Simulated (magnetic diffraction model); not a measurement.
## Magnetic neutron pattern of Dy2Ti2CuO8

Space group P-4m2 (no. 115), a = 3.6450 Å, c = 12.1170 Å.

```
site  atom    x    y       z
  2g    Dy  1/2    0  0.6181
  1b    Cu  1/2  1/2       0
  2g    Ti  1/2    0  0.1955
  2e     O    0    0  0.2434
  2f     O  1/2  1/2  0.7674
  2g     O  1/2    0  0.4250
  2g     O  1/2    0  0.0424
```

The compound is invented for this exercise: a known structure type with other elements, its cell scaled to their sizes and not relaxed.

Only Dy and Cu are taken to order (form factors of Dy3+ and Cu2+); orders and moment sizes are assumed, and not adapted to the symmetry. Radiation: neutrons of λ = 2.41 Å (absorption by Dy left out), 3° to 80°; isotropic B of 0.55 Å² (Dy), 0.7 Å² (Cu), 0.67 Å² (Ti) and 0.89 Å² (O). The intensities are simulated: I ∝ L Σ (|F_N|² + |F_M⊥|²) for unpolarised neutrons, with F_M = 2.695 fm/μB × Σ f(s) S exp(2πi Q·r) exp(−B s²) at Q = H ± k (one set where k and −k are equivalent), only the part normal to Q counting and L = 1/(sin²θ cos θ). For collinear order S is the moment m, which repeats by lattice and centring translations R with the sign exp(−2πi k·R). Form factors are spin-only for 3d ions and dipole or tabulated for f ions, scattering lengths are Sears's of 1992, and absorption is left out. A label names one of the reflections at its angle. The strongest nuclear line in the range is 100, and lines under 0.2 are left out.

Assume the order k = (0 0 0), collinear moments along [100], 3.75 μB on Dy and 0.38 μB on Cu; signs + at (1/2, 0, 0.6181), + at (0, 1/2, 0.3819), + at (1/2, 1/2, 0).

Q: Where does magnetic intensity appear, and how strong is it?

```csv
2θ (°),index,nuclear,magnetic
11.41,(0 0 1),60.6,40.2
22.95,(0 0 2),5.2,0.4
34.72,(0 0 3),30.1,3.7
38.61,(1 0 0),2.4,0.0
40.39,(1 0 1),37.6,6.2
45.39,(1 0 2),43.4,12.1
46.88,(0 0 4),0.1,4.0
52.89,(1 0 3),1.9,6.3
55.75,(1 1 0),7.7,2.8
57.11,(1 1 1),51.1,3.7
59.63,(0 0 5),21.9,2.1
61.07,(1 1 2),56.4,0.0
62.29,(1 0 4),6.3,0.2
67.37,(1 1 3),27.8,1.6
73.27,(0 0 6),8.6,0.1
73.33,(1 0 5),43.4,1.6
75.74,(1 1 4),100.0,4.6
```

The strongest magnetic line in the range is (0 0 1) at 11.41° (40.2). On top of the Lorentz factor, which all lines share, magnetic lines fade with angle because f falls: for Dy3+ it is 0.96, 0.84, 0.69 and 0.41 at sin θ/λ = 0.1, 0.2, 0.3 and 0.5 Å⁻¹, while nuclear lengths stay constant. The net moment is 7.88 μB a primitive cell.

[Logs are printed without paths, hosts, clocks, repeated set-up lines and the standing remarks that a program may print on its own settings, such as how far it seeks lower states.]
